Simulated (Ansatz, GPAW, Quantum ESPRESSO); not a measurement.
# The valence band of CoSi2 as photoemission sees it, part 6 of 7

Wanted: projected DOS of CoSi2, weighted into photoemission and X-ray emission spectra, at several levels of theory.

Ansatz 0.2.0, Quantum ESPRESSO 7.5 and GPAW 26.7.0; DFT, PBE, plane-wave PAW, default files, scalar-relativistic (the session's first sound run).

So far. Step 4 (A coarser DOS mesh): No moment survives the cycle: this start ends non-magnetic. Step 5 (The same cell in Quantum ESPRESSO): The run ends at a pressure of 0.31 GPa.

The database entry behind the starting cell differs from later determinations by our own check (0.1 to 0.3 % short, probably kX units), so it need not match the best structure at ambient conditions.

## Step 8: Quantum ESPRESSO: bands

Level of this step: DFT, PBE, plane waves, ultrasoft GBRV pseudopotentials, scalar-relativistic (Quantum ESPRESSO).

The bands are solved at chosen points on the fixed potential.

File bands.in:

```
&control
  calculation = 'bands'
  prefix = 'pes'
  outdir = './tmp'
  pseudo_dir = './pp'
  verbosity = 'high'
/
&system
  ibrav = 0
  nat = 3
  ntyp = 2
  ecutwfc = 40.0
  ecutrho = 200.0
  occupations = 'smearing'
  nbnd = 23
  smearing = 'fd'
  degauss = 0.00367
  nspin = 2
  starting_magnetization(1) = 0.118
/
&electrons
  conv_thr = 3e-09
  mixing_beta = 0.3
  electron_maxstep = 120
  diago_full_acc = .true.
/
ATOMIC_SPECIES
Co 58.9332 co_pbe_v1.2.uspp.F.UPF
Si 28.0850 si_pbe_v1.uspp.F.UPF
CELL_PARAMETERS angstrom
 0.000000000 2.678000000 2.678000000
 2.678000000 0.000000000 2.678000000
 2.678000000 2.678000000 0.000000000
ATOMIC_POSITIONS crystal
Co 0.000000000 0.000000000 0.000000000
Si 0.750000000 0.750000000 0.750000000
Si 0.250000000 0.250000000 0.250000000
K_POINTS crystal
92
 0.00000000 0.00000000 0.00000000 1
 0.03333333 0.00000000 0.03333333 1
 0.06666667 0.00000000 0.06666667 1
 0.10000000 0.00000000 0.10000000 1
 0.13333333 0.00000000 0.13333333 1
 0.16666667 0.00000000 0.16666667 1
 ! [... 84 more points ...]
 0.50000000 0.01666667 0.51666667 1
 0.50000000 0.00000000 0.50000000 1
```

Launch:

```console
> OMP_NUM_THREADS=1 mpirun -n 2 pw.x -nk 2 -in bands.in > bands.out
```

What it wrote:

```text
[banner, memory and clock lines left out]
Program PWSCF v.7.5 starts

          URL

     Atomic positions and unit cell read from directory:
     ./tmp/pes.save/

     Message from routine setup:
     using ibrav=0 with symmetry is DISCOURAGED, use correct ibrav instead

     G-vector sticks info

     bravais-lattice index     =            0
     lattice parameter (alat)  =       7.1569  a.u.
     unit-cell volume          =     259.2139 (a.u.)^3
     number of atoms/cell      =            3
     number of atomic types    =            2
     number of electrons       =        25.00
     number of Kohn-Sham states=           23
     kinetic-energy cutoff     =      40.0000  Ry
     charge density cutoff     =     200.0000  Ry
     Exchange-correlation= SLA  PW   PBE  PBE
                           (   1   4   3   4   0   0   0)

     celldm(1)=   7.156892  celldm(2)=   0.000000  celldm(3)=   0.000000
     celldm(4)=   0.000000  celldm(5)=   0.000000  celldm(6)=   0.000000

     crystal axes: (cart. coord. in units of alat)
               a(1) = (   0.000000   0.707107   0.707107 )
               a(2) = (   0.707107   0.000000   0.707107 )
               a(3) = (   0.707107   0.707107   0.000000 )

     reciprocal axes: (cart. coord. in units 2 pi/alat)
               b(1) = ( -0.707107  0.707107  0.707107 )
               b(2) = (  0.707107 -0.707107  0.707107 )
               b(3) = (  0.707107  0.707107 -0.707107 )

     PseudoPot. # 1 for Co read from file:
     ./pp/co_pbe_v1.2.uspp.F.UPF
     Pseudo is Ultrasoft + core correction, Zval = 17.0
     Generated by new atomic code, or converted to UPF format
     Using radial grid of  863 points,  6 beta functions with:
                l(1) =   0
                l(2) =   0
                l(3) =   1
                l(4) =   1
                l(5) =   2
                l(6) =   2
     Q(r) pseudized with  8 coefficients,  rinner =    1.200   1.200   1.200
                                                       1.200   1.200

     PseudoPot. # 2 for Si read from file:
     ./pp/si_pbe_v1.uspp.F.UPF
     Pseudo is Ultrasoft + core correction, Zval =  4.0
     Generated by new atomic code, or converted to UPF format
     Using radial grid of  899 points,  6 beta functions with:
                l(1) =   0
                l(2) =   0
                l(3) =   1
                l(4) =   1
                l(5) =   2
                l(6) =   2
     Q(r) pseudized with  8 coefficients,  rinner =    0.900   0.900   0.900
                                                       0.900   0.900

     atomic species   valence    mass     pseudopotential
     Co               17.00    58.93320     Co( 1.00)
     Si                4.00    28.08500     Si( 1.00)

     Starting magnetic structure
     atomic species   magnetization
     Co              0.118
     Si              0.000

     48 Sym. Ops., with inversion, found

                                    s                        frac. trans.

      isym =  1     identity

 cryst.   s( 1) = (     1          0          0      )
                  (     0          1          0      )
                  (     0          0          1      )

 cart.    s( 1) = (  1.0000000 -0.0000000  0.0000000 )
                  ( -0.0000000  1.0000000  0.0000000 )
                  ( -0.0000000  0.0000000  1.0000000 )

      isym =  2     180 deg rotation - cart. axis [0,0,1]

 cryst.   s( 2) = (     0          1         -1      )
                  (     1          0         -1      )
                  (     0          0         -1      )

 cart.    s( 2) = ( -1.0000000  0.0000000  0.0000000 )
                  (  0.0000000 -1.0000000  0.0000000 )
                  (  0.0000000 -0.0000000  1.0000000 )

      isym =  3     180 deg rotation - cart. axis [0,1,0]

 cryst.   s( 3) = (     0         -1          1      )
                  (     0         -1          0      )
                  (     1         -1          0      )

 cart.    s( 3) = ( -1.0000000 -0.0000000 -0.0000000 )
                  (  0.0000000  1.0000000 -0.0000000 )
                  (  0.0000000  0.0000000 -1.0000000 )

      isym =  4     180 deg rotation - cart. axis [1,0,0]

 cryst.   s( 4) = (    -1          0          0      )
                  (    -1          0          1      )
                  (    -1          1          0      )

 cart.    s( 4) = (  1.0000000  0.0000000 -0.0000000 )
                  ( -0.0000000 -1.0000000 -0.0000000 )
                  ( -0.0000000 -0.0000000 -1.0000000 )

      isym =  5     180 deg rotation - cart. axis [1,1,0]

 cryst.   s( 5) = (    -1          0          1      )
[...]
cart.    s( 5) = ( -0.0000000  1.0000000 -0.0000000 )
[...]
isym =  6     180 deg rotation - cart. axis [1,-1,0]

 cryst.   s( 6) = (     0         -1          0      )
[...]
cart.    s( 6) = (  0.0000000 -1.0000000 -0.0000000 )
[...]
isym =  7      90 deg rotation - cart. axis [0,0,-1]

 cryst.   s( 7) = (     0          1          0      )
[...]
cart.    s( 7) = (  0.0000000  1.0000000  0.0000000 )
[...]
isym =  8      90 deg rotation - cart. axis [0,0,1]

 cryst.   s( 8) = (     1          0         -1      )
[...]
cart.    s( 8) = ( -0.0000000 -1.0000000  0.0000000 )
[...]
isym =  9     180 deg rotation - cart. axis [1,0,1]

 cryst.   s( 9) = (    -1          1          0      )
[...]
cart.    s( 9) = (  0.0000000  0.0000000  1.0000000 )
[...]
isym = 10     180 deg rotation - cart. axis [-1,0,1]

 cryst.   s(10) = (     0          0         -1      )
[...]
cart.    s(10) = ( -0.0000000  0.0000000 -1.0000000 )
[...]
isym = 11      90 deg rotation - cart. axis [0,1,0]

 cryst.   s(11) = (     0          0          1      )
[...]
cart.    s(11) = ( -0.0000000 -0.0000000  1.0000000 )
[...]
isym = 12      90 deg rotation - cart. axis [0,-1,0]

 cryst.   s(12) = (     1         -1          0      )
[...]
cart.    s(12) = (  0.0000000 -0.0000000 -1.0000000 )
[...]
isym = 13     180 deg rotation - cart. axis [0,1,1]

 cryst.   s(13) = (     1          0          0      )
[...]
cart.    s(13) = ( -1.0000000  0.0000000 -0.0000000 )
[...]
isym = 14     180 deg rotation - cart. axis [0,1,-1]

 cryst.   s(14) = (    -1          0          0      )
[...]
cart.    s(14) = ( -1.0000000 -0.0000000  0.0000000 )
[...]
new r_m :   0.2526 (alat units)  1.8079 (a.u.) for type    2

     The potential is recalculated from file :
     ./tmp/pes.save/charge-density

     Starting wfcs are   21 randomized atomic wfcs +    2 random wfcs

     Band Structure Calculation
     Davidson diagonalization with overlap

     Computing kpt #:     1  of    92 on this pool

     Computing kpt #:     2  of    92 on this pool

     Computing kpt #:     3  of    92 on this pool

     Computing kpt #:     4  of    92 on this pool

     Computing kpt #:     5  of    92 on this pool

     Computing kpt #:     6  of    92 on this pool

     Computing kpt #:     7  of    92 on this pool

     Computing kpt #:     8  of    92 on this pool

     Computing kpt #:     9  of    92 on this pool

     Computing kpt #:    10  of    92 on this pool

     Computing kpt #:    11  of    92 on this pool

     Computing kpt #:    12  of    92 on this pool

     Computing kpt #:    13  of    92 on this pool

     Computing kpt #:    14  of    92 on this pool

     Computing kpt #:    15  of    92 on this pool

     Computing kpt #:    16  of    92 on this pool

[...]
Computing kpt #:    85  of    92 on this pool

     Computing kpt #:    86  of    92 on this pool

     Computing kpt #:    87  of    92 on this pool

     Computing kpt #:    88  of    92 on this pool

     Computing kpt #:    89  of    92 on this pool

     Computing kpt #:    90  of    92 on this pool

     Computing kpt #:    91  of    92 on this pool

     Computing kpt #:    92  of    92 on this pool

     ethr =  1.20E-11,  avg # of iterations = 35.8

     End of band structure calculation

 ------ SPIN UP ------------

          k = 0.0000 0.0000 0.0000 (  1067 PWs)   bands (ev):

   -81.9907 -45.3124 -45.3124 -45.3124  -0.3477   8.7069   8.7069   8.7069
    10.8789  10.8789  13.5407  16.2187  16.2187  16.2187  16.2323  16.2323
    16.2323  18.4489  18.4489  18.4489  21.0005  21.0005  23.3207

          k = 0.0000 0.0471-0.0000 (  1099 PWs)   bands (ev):

   -81.9907 -45.3124 -45.3124 -45.3124  -0.3251   8.6638   8.7077   8.7077
    10.8583  10.8848  13.5727  15.6222  15.6222  16.1377  16.2794  16.8614
    16.8614  18.1899  18.4752  18.4752  21.0030  21.2834  23.4224

          k = 0.0000 0.0943-0.0000 (  1099 PWs)   bands (ev):

   -81.9907 -45.3125 -45.3124 -45.3124  -0.2575   8.5416   8.7104   8.7104
    10.7955  10.9024  13.6592  15.0516  15.0516  15.8831  16.4229  17.5287
    17.5287  17.6609  18.5549  18.5549  21.0105  21.8981  23.7209

          k =-0.0000 0.1414 0.0000 (  1106 PWs)   bands (ev):

   -81.9907 -45.3126 -45.3125 -45.3125  -0.1451   8.3578   8.7156   8.7156
    10.6877  10.9309  13.7768  14.5131  14.5131  15.4354  16.6681  17.1536
    18.2177  18.2177  18.6973  18.6973  21.0229  22.5823  24.1979

          k =-0.0000 0.1886 0.0000 (  1110 PWs)   bands (ev):

   -81.9907 -45.3128 -45.3125 -45.3125   0.0118   8.1337   8.7242   8.7242
    10.5299  10.9694  13.9008  14.0067  14.0067  14.8223  16.7678  17.0177
    18.7693  18.7693  19.0605  19.0605  21.0402  23.2310  24.8237

          k = 0.0000 0.2357-0.0000 (  1114 PWs)   bands (ev):

   -81.9907 -45.3130 -45.3126 -45.3126   0.2127   7.8887   8.7376   8.7376
    10.3143  11.0164  13.5320  13.5320  14.0139  14.1303  16.4863  17.4681
    19.0326  19.0326  19.7938  19.7938  21.0622  23.8173  25.5607

          k =-0.0000 0.2828 0.0000 (  1106 PWs)   bands (ev):

   -81.9906 -45.3132 -45.3127 -45.3127   0.4567   7.6384   8.7570   8.7570
    10.0296  11.0701  13.0892  13.0892  13.4417  14.1088  16.2747  18.0091
    19.3016  19.3016  20.6010  20.6010  21.0886  24.3462  26.3766

          k =-0.0000 0.3300 0.0000 (  1098 PWs)   bands (ev):

   -81.9906 -45.3135 -45.3128 -45.3128   0.7429   7.3947   8.7835   8.7835
     9.6634  11.1283  12.6786  12.6786  12.8127  14.1850  16.1128  18.6269
    19.6059  19.6059  21.1188  21.4493  21.4493  24.8332  27.2493

          k = 0.0000 0.3771-0.0000 (  1094 PWs)   bands (ev):

[...]
19.9455  19.9455  21.1519  22.3342  22.3342  25.2951  28.1581

          k = 0.0000 0.4243-0.0000 (  1098 PWs)   bands (ev):

[...]
20.3172  20.3172  21.1869  23.2515  23.2515  25.7475  28.3821

          k = 0.0000 0.4714-0.0000 (  1110 PWs)   bands (ev):

[...]
20.7157  20.7893  21.2220  24.1908  24.1908  26.2025  27.6555

          k =-0.0000 0.5185 0.0000 (  1094 PWs)   bands (ev):

[...]
21.1325  21.2554  21.5566  25.1108  25.1108  26.6687  27.0282

          k =-0.0000 0.5657 0.0000 (  1094 PWs)   bands (ev):

[...]
21.5529  21.5529  22.3041  25.7092  25.7092  26.8097  26.8097

          k =-0.0000 0.6128 0.0000 (  1110 PWs)   bands (ev):

[...]
21.9478  21.9478  22.9783  25.4855  25.4855  27.5093  27.5093

          k = 0.0000 0.6600-0.0000 (  1106 PWs)   bands (ev):

[...]
22.2574  22.2574  23.4829  25.1408  25.1408  28.1283  28.4096

          k = 0.0000 0.7071 0.0000 (  1106 PWs)   bands (ev):

[...]
22.3818  22.3818  23.6780  24.9970  24.9970  28.4251  28.7100

          k = 0.0118 0.7071 0.0118 (  1106 PWs)   bands (ev):

[...]
k = 0.0236 0.7071 0.0236 (  1106 PWs)   bands (ev):

[...]
k = 0.0354 0.7071 0.0354 (  1106 PWs)   bands (ev):

[...]
k = 0.0471 0.7071 0.0471 (  1112 PWs)   bands (ev):

[...]
k = 0.0589 0.7071 0.0589 (  1118 PWs)   bands (ev):

[...]
k = 0.0707 0.7071 0.0707 (  1118 PWs)   bands (ev):

[...]
k = 0.0825 0.7071 0.0825 (  1118 PWs)   bands (ev):

[...]
k = 0.0943 0.7071 0.0943 (  1118 PWs)   bands (ev):

[...]
k = 0.1061 0.7071 0.1061 (  1110 PWs)   bands (ev):

[...]
k = 0.1179 0.7071 0.1179 (  1114 PWs)   bands (ev):

[...]
k = 0.1296 0.7071 0.1296 (  1114 PWs)   bands (ev):

[...]
k = 0.1414 0.7071 0.1414 (  1122 PWs)   bands (ev):

[...]
k = 0.1532 0.7071 0.1532 (  1121 PWs)   bands (ev):

[...]
k = 0.1650 0.7071 0.1650 (  1121 PWs)   bands (ev):

[...]
20.5822  22.8398  23.0825  23.1557  26.1556  26.6618  28.5509

          k = 0.1768 0.7071 0.1768 (  1121 PWs)   bands (ev):

[...]
20.3910  22.6502  22.8798  23.0556  26.4847  26.4975  28.5599

          k = 0.5303 0.5303 0.0000 (  1121 PWs)   bands (ev):

[...]
20.3910  22.6502  22.8798  23.0556  26.4847  26.4975  28.5599

          k = 0.4950 0.4950 0.0000 (  1125 PWs)   bands (ev):

[...]
19.8099  22.1067  22.2674  22.7092  25.9786  27.5512  28.6350

          k = 0.4596 0.4596-0.0000 (  1117 PWs)   bands (ev):

   -81.9906 -45.3141 -45.3141 -45.3130   3.6243   4.6692   6.7227   9.2778
     9.5515  10.3097  11.2398  11.5397  12.1976  14.9294  17.8021  19.2272
    19.6090  21.6094  21.6597  22.3082  25.5240  28.6415  28.6926

          k = 0.4243 0.4243-0.0000 (  1117 PWs)   bands (ev):

   -81.9906 -45.3142 -45.3139 -45.3129   3.0878   4.9468   7.0271   9.5338
     9.6645  10.1554  11.3746  11.4697  12.4458  15.0241  17.4747  18.6518
    20.5846  21.0670  21.1905  21.8729  25.1450  28.0790  29.3379

          k = 0.3889 0.3889 0.0000 (  1117 PWs)   bands (ev):

   -81.9906 -45.3142 -45.3137 -45.3129   2.5746   5.2553   7.3424   9.7843
     9.8379   9.9897  11.3776  11.5347  12.7353  15.1450  17.2002  18.0890
    20.4964  20.6868  21.4223  21.6599  24.8953  26.9806  29.6290

          k = 0.3536 0.3536 0.0000 (  1117 PWs)   bands (ev):

   -81.9906 -45.3142 -45.3135 -45.3128   2.0920   5.5918   7.6535   9.8173
     9.9092  10.1903  11.2749  11.7225  13.0665  15.3003  16.9737  17.5429
    19.9537  20.3275  20.9726  22.4394  24.9193  25.8271  30.0376

          k = 0.3182 0.3182 0.0000 (  1097 PWs)   bands (ev):

[... further rows ...]
```

It took 34 s on 2 MPI ranks of Arm Neoverse V1, shared host.

Electronic bands along the path, in eV, zero at the Fermi level; # counts the bands kept:

| point | up #7 | up #8 | up #9 | up #10 | down #7 | down #8 | down #9 | down #10 |
| --- | --- | --- | --- | --- | --- | --- | --- | --- |
| Γ | 0.77 | 3.45 | 3.45 | 3.45 | 0.77 | 3.45 | 3.45 | 3.45 |
| 0.47 of the way | -0.09 | -0.09 | 0.04 | 1.41 | -0.09 | -0.09 | 0.04 | 1.41 |
| X | -1.93 | -1.91 | -1.31 | 1.63 | -1.93 | -1.91 | -1.31 | 1.63 |
| 0.47 of the way | -1.89 | -1.55 | -1.24 | 1.78 | -1.89 | -1.55 | -1.24 | 1.78 |
| U | -1.73 | -1.21 | -0.95 | 2.01 | -1.73 | -1.21 | -0.95 | 2.01 |
| jump to K | -1.73 | -1.21 | -0.95 | 2.01 | -1.73 | -1.21 | -0.95 | 2.01 |
| 0.47 of the way | -1.63 | -0.58 | 1.08 | 2.97 | -1.63 | -0.58 | 1.08 | 2.97 |
| Γ | 0.77 | 3.45 | 3.45 | 3.45 | 0.77 | 3.45 | 3.45 | 3.45 |
| 0.47 of the way | -0.65 | 1.36 | 1.36 | 2.19 | -0.65 | 1.36 | 1.36 | 2.19 |
| L | -1.60 | -0.47 | -0.47 | 2.71 | -1.60 | -0.47 | -0.47 | 2.71 |
| 0.53 of the way | -1.74 | -1.03 | -0.60 | 2.69 | -1.74 | -1.03 | -0.60 | 2.69 |
| W | -1.92 | -1.44 | -0.66 | 3.66 | -1.92 | -1.44 | -0.66 | 3.66 |
| 0.53 of the way | -1.92 | -1.50 | -1.05 | 2.03 | -1.92 | -1.50 | -1.05 | 2.03 |
| X | -1.93 | -1.91 | -1.31 | 1.63 | -1.93 | -1.91 | -1.31 | 1.63 |

Of the bands kept, 6 cross the Fermi level on this path, both spins counted.

(Part 6 of 7 ends here.)

[Logs are printed without paths, hosts, clocks, repeated set-up lines and the standing remarks that a program may print on its own settings, such as how far it seeks lower states.]

[Hosts, paths, dates, database ids (printed as entryN), source tags and the programs' standing remarks are cut or masked in the printed files.]

[Maps of the electrostatic potential energy from Ansatz leave out the sawtooth potential of an applied field or a dipole correction, so their vacuum need not be flat; work functions include it.]

[Peak lists hold at most the 14 tallest peaks of each spectrum; further lines can be left out.]
